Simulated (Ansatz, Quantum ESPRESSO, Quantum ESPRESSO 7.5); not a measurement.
# Complex bands of SiC, zinc blende type, lattice constant set to 4.142 Å

How good a tunnel barrier is SiC, zinc blende type, lattice constant set to 4.142 Å?

Program: Quantum ESPRESSO 7.5. Level of theory: plane-wave DFT, LDA, GBRV ultrasoft pseudopotentials (cross-check by Ansatz 0.2.0 with PAW datasets). Results are calculated unless marked as measured.

## 1. The structure

Symmetry: F-43m, No. 216, cubic system. Conventional cell: a = 4.142 Å, b = 4.142 Å, c = 4.142 Å, α = 90.00°, β = 90.00°, γ = 90.00°. Nearest to Si lie 4 C at 1.79 Å. Nearest to C lie 4 Si at 1.79 Å. Farther neighbours are not listed.

## 2. Ground state

pwcond needs a cell whose third axis lies along the current and stands perpendicular to the other two.

Contents of scf.in:

```
&control
  prefix = 'scf'
  outdir = './out'
  pseudo_dir = './pseudo'
  calculation = 'scf'
  tprnfor = .true.
/
&system
  ibrav = 0
  nat = 4
  ntyp = 2
  ecutwfc = 40
  ecutrho = 200
  occupations = 'fixed'
  nbnd = 12
/
&electrons
  conv_thr = 1e-09
  mixing_beta = 0.6
  electron_maxstep = 120
/
ATOMIC_SPECIES
  Si  28.0850  si_lda_v1.uspp.F.UPF
  C   12.0110  c_lda_v1.2.uspp.F.UPF
CELL_PARAMETERS angstrom
  2.92883628767468 0.00000000000000 0.00000000000000
  0.00000000000000 2.92883628767468 0.00000000000000
  0.00000000000000 0.00000000000000 4.14200000000000
ATOMIC_POSITIONS crystal
  Si  0.000000000000 0.000000000000 0.000000000000
  C   0.500000000000 0.000000000000 0.250000000000
  Si  0.500000000000 0.500000000000 0.500000000000
  C   0.000000000000 0.500000000000 0.750000000000
K_POINTS automatic
  8 8 6 0 0 0
```

Run with:

```console
> OMP_NUM_THREADS=1 mpirun -n 2 pw.x -nk 2 -in scf.in > scf.out
```

What it wrote:

```text
Program PWSCF v.7.5 starts
[citation notice left out]

     Parallel version (MPI & OpenMP), running on       2 processor cores
     Number of MPI processes:                 2
     Threads/MPI process:                     1

     MPI processes distributed on     1 nodes
[...]
Current dimensions of program PWSCF are:
     Max number of different atomic species (ntypx) = 10
     Max number of k-points (npk) =  40000
     Max angular momentum in pseudopotentials (lmaxx) =  4
     Found identity + ( -0.5000 -0.5000 -0.5000) symmetry
     This is a supercell, fractional translations are disabled
     Message from routine setup:
     using ibrav=0 with symmetry is DISCOURAGED, use correct ibrav instead

     K-points division:     npool     =       2
     Subspace diagonalization in iterative solution of the eigenvalue problem:
     a serial algorithm will be used

     G-vector sticks info
     --------------------
     sticks:   dense  smooth     PW     G-vecs:    dense   smooth      PW
     Sum         489     385    129                11507     8199    1489

     Using Slab Decomposition

     bravais-lattice index     =            0
     lattice parameter (alat)  =       5.5347  a.u.
     unit-cell volume          =     239.7711 (a.u.)^3
     number of atoms/cell      =            4
     number of atomic types    =            2
     number of electrons       =        16.00
     number of Kohn-Sham states=           12
     kinetic-energy cutoff     =      40.0000  Ry
     charge density cutoff     =     200.0000  Ry
     scf convergence threshold =      1.0E-09
     mixing beta               =       0.6000
     number of iterations used =            8  plain     mixing
     Exchange-correlation= SLA  PZ   NOGX NOGC
                           (   1   1   0   0   0   0   0)

     celldm(1)=   5.534698  celldm(2)=   0.000000  celldm(3)=   0.000000
     celldm(4)=   0.000000  celldm(5)=   0.000000  celldm(6)=   0.000000

     crystal axes: (cart. coord. in units of alat)
               a(1) = (   1.000000   0.000000   0.000000 )
               a(2) = (   0.000000   1.000000   0.000000 )
               a(3) = (   0.000000   0.000000   1.414214 )

     reciprocal axes: (cart. coord. in units 2 pi/alat)
               b(1) = (  1.000000  0.000000  0.000000 )
               b(2) = (  0.000000  1.000000  0.000000 )
               b(3) = (  0.000000  0.000000  0.707107 )

     PseudoPot. # 1 for Si read from file:
     ./pseudo/si_lda_v1.uspp.F.UPF
     Pseudo is Ultrasoft + core correction, Zval =  4.0
     Generated by new atomic code, or converted to UPF format
     Using radial grid of  899 points,  6 beta functions with:
                l(1) =   0
                l(2) =   0
                l(3) =   1
                l(4) =   1
                l(5) =   2
                l(6) =   2
     Q(r) pseudized with  8 coefficients,  rinner =    0.900   0.900   0.900
                                                       0.900   0.900

     PseudoPot. # 2 for C  read from file:
     ./pseudo/c_lda_v1.2.uspp.F.UPF
     Pseudo is Ultrasoft + core correction, Zval =  4.0
     Generated by new atomic code, or converted to UPF format
     Using radial grid of  721 points,  4 beta functions with:
                l(1) =   0
                l(2) =   0
                l(3) =   1
                l(4) =   1
     Q(r) pseudized with  8 coefficients,  rinner =    1.100   1.100   1.100

     atomic species   valence    mass     pseudopotential
     Si                4.00    28.08500     Si( 1.00)
     C                 4.00    12.01100     C ( 1.00)

      8 Sym. Ops. (no inversion) found

   Cartesian axes

     site n.     atom                  positions (alat units)
         1        Si     tau(   1) = (   0.0000000   0.0000000   0.0000000  )
         2        C      tau(   2) = (   0.5000000   0.0000000   0.3535534  )
         3        Si     tau(   3) = (   0.5000000   0.5000000   0.7071068  )
         4        C      tau(   4) = (   0.0000000   0.5000000   1.0606602  )

     number of k points=    60
                       cart. coord. in units 2pi/alat
        k(    1) = (   0.0000000   0.0000000   0.0000000), wk =   0.0052083
        k(    2) = (   0.0000000   0.0000000   0.1178511), wk =   0.0104167
        k(    3) = (   0.0000000   0.0000000   0.2357023), wk =   0.0104167
        k(    4) = (   0.0000000   0.0000000  -0.3535534), wk =   0.0052083
        k(    5) = (   0.0000000   0.1250000   0.0000000), wk =   0.0208333
        k(    6) = (   0.0000000   0.1250000   0.1178511), wk =   0.0416667
        k(    7) = (   0.0000000   0.1250000   0.2357023), wk =   0.0416667
        k(    8) = (   0.0000000   0.1250000  -0.3535534), wk =   0.0208333
        k(    9) = (   0.0000000   0.2500000   0.0000000), wk =   0.0208333
        k(   10) = (   0.0000000   0.2500000   0.1178511), wk =   0.0416667
[...]
k(   60) = (  -0.5000000  -0.5000000  -0.3535534), wk =   0.0052083

     Dense  grid:    11507 G-vectors     FFT dimensions: (  25,  25,  36)

     Smooth grid:     8199 G-vectors     FFT dimensions: (  24,  24,  32)

     Estimated max dynamical RAM per process >      32.33 MB

     Estimated total dynamical RAM >      61.84 MB

     Initial potential from superposition of free atoms

     starting charge      15.9987, renormalised to      16.0000
     Starting wfcs are   16 randomized atomic wfcs

     total cpu time spent up to now is        1.0 secs

     per-process dynamical memory:    20.3 Mb

     Self-consistent Calculation

     iteration #  1     ecut=    40.00 Ry     beta= 0.60
     Davidson diagonalization with overlap
     ethr =  1.00E-02,  avg # of iterations =  3.9

     total cpu time spent up to now is        1.4 secs

     total energy              =     -42.04832136 Ry
     estimated scf accuracy    <       1.06346320 Ry

     iteration #  2     ecut=    40.00 Ry     beta= 0.60
[...]
total energy              =     -42.34690549 Ry
     estimated scf accuracy    <       0.10604596 Ry

     iteration #  3     ecut=    40.00 Ry     beta= 0.60
[...]
total energy              =     -42.35838246 Ry
     estimated scf accuracy    <       0.00466474 Ry

     iteration #  4     ecut=    40.00 Ry     beta= 0.60
[...]
total energy              =     -42.35943702 Ry
     estimated scf accuracy    <       0.00153989 Ry

     iteration #  5     ecut=    40.00 Ry     beta= 0.60
[...]
total energy              =     -42.35985964 Ry
     estimated scf accuracy    <       0.00007999 Ry

     iteration #  6     ecut=    40.00 Ry     beta= 0.60
[...]
total energy              =     -42.35988570 Ry
     estimated scf accuracy    <       0.00000009 Ry

     iteration #  7     ecut=    40.00 Ry     beta= 0.60
[...]
total energy              =     -42.35988675 Ry
     estimated scf accuracy    <       0.00000020 Ry

     iteration #  8     ecut=    40.00 Ry     beta= 0.60
[...]
total energy              =     -42.35988676 Ry
     estimated scf accuracy    <       0.00000002 Ry

     iteration #  9     ecut=    40.00 Ry     beta= 0.60
[...]
total energy              =     -42.35988676 Ry
     estimated scf accuracy    <          1.4E-09 Ry

     iteration # 10     ecut=    40.00 Ry     beta= 0.60
[...]
End of self-consistent calculation

          k = 0.0000 0.0000 0.0000 (  1055 PWs)   bands (ev):

    -5.3299   0.5310   2.8892   7.7403   7.7403  11.2297  11.2298  11.2298
    12.4073  15.9967  19.3348  19.5537

          k = 0.0000 0.0000 0.1179 (  1036 PWs)   bands (ev):

    -5.1258  -0.5945   4.1565   7.9025   7.9025  10.7343  10.8600  10.8600
    12.7858  16.2239  18.8962  19.8814

          k = 0.0000 0.0000 0.2357 (  1028 PWs)   bands (ev):

    -4.5182  -2.1799   6.1092   8.3760   8.3760   9.5273  10.0211  10.0211
    13.9256  16.9161  17.5388  19.7660

          k = 0.0000 0.0000-0.3536 (  1008 PWs)   bands (ev):

    -3.5236  -3.5236   7.9471   7.9471   9.1170   9.1170   9.1170   9.1170
    15.6937  15.6937  18.1322  18.1322

          k = 0.0000 0.1250 0.0000 (  1033 PWs)   bands (ev):

    -5.1004   0.6058   3.0887   6.5026   7.9121  10.3202  10.7882  11.2179
    13.2570  17.0870  19.2543  19.6933

          k = 0.0000 0.1250 0.1179 (  1033 PWs)   bands (ev):

    -4.8975  -0.4409   4.1531   6.8318   8.0699   9.4031  10.8825  11.0360
    13.5947  17.2957  19.0191  19.8875

[...]
highest occupied, lowest unoccupied level (ev):    11.2298   12.4073

!    total energy              =     -42.35988676 Ry
     estimated scf accuracy    <          1.3E-10 Ry

     The total energy is the sum of the following terms:
     one-electron contribution =      13.97306066 Ry
     hartree contribution      =       4.41705469 Ry
     xc contribution           =     -16.70448570 Ry
     ewald contribution        =     -44.04551641 Ry

     convergence has been achieved in  10 iterations

     Forces acting on atoms (cartesian axes, Ry/au):

     atom    1 type  1   force =     0.00000000    0.00000000    0.00000000
     atom    2 type  2   force =     0.00000000    0.00000000    0.00000020
     atom    3 type  1   force =     0.00000000    0.00000000    0.00000000
     atom    4 type  2   force =     0.00000000    0.00000000   -0.00000020

     Total force =     0.000000     Total SCF correction =     0.000000
     SCF correction compared to forces is large: reduce conv_thr to get better values

[...]
=------------------------------------------------------------------------------=
   JOB DONE.
=------------------------------------------------------------------------------=
```

It took 5.5 s on 2 MPI ranks of AMD EPYC 7R13 (Zen 3), shared host; peak memory 0.16 GiB.

Numbers from this step:

| Item | Value |
| --- | --- |
| free energy | -576.3356 eV |
| valence top, on the run's zero | 11.23 eV |
| conduction bottom, on the run's zero | 12.41 eV |
| gap by band count | 1.177 eV |

The program's own clock; routines nest. Time by routine:

```csv
routine,wall time (s),calls
PWSCF,4.67,1
electrons,3.62,1
c_bands,2.91,10
cegterg,2.46,300
h_psi,2.11,1279
vloc_psi,1.81,1279
fftw,1.8,25220
init_run,0.87,1
sum_band,0.56,10
hinit0,0.31,1
wfcinit,0.28,1
potinit,0.25,1
calbec,0.21,1699
ffts,0.21,21
```

The run needed 10 iterations to bring the estimated error under 1e-09 Ry.

[end of part 1 of 4]

[Logs are printed without paths, hosts, clocks, repeated set-up lines and the standing remarks that a program may print on its own settings, such as how far it seeks lower states.]

[Hosts, paths, dates, database ids (printed as entryN), source tags and the programs' standing remarks are cut or masked in the printed files.]

[Maps of the electrostatic potential energy from Ansatz leave out the sawtooth potential of an applied field or a dipole correction, so their vacuum need not be flat; planar profiles and work functions include it.]
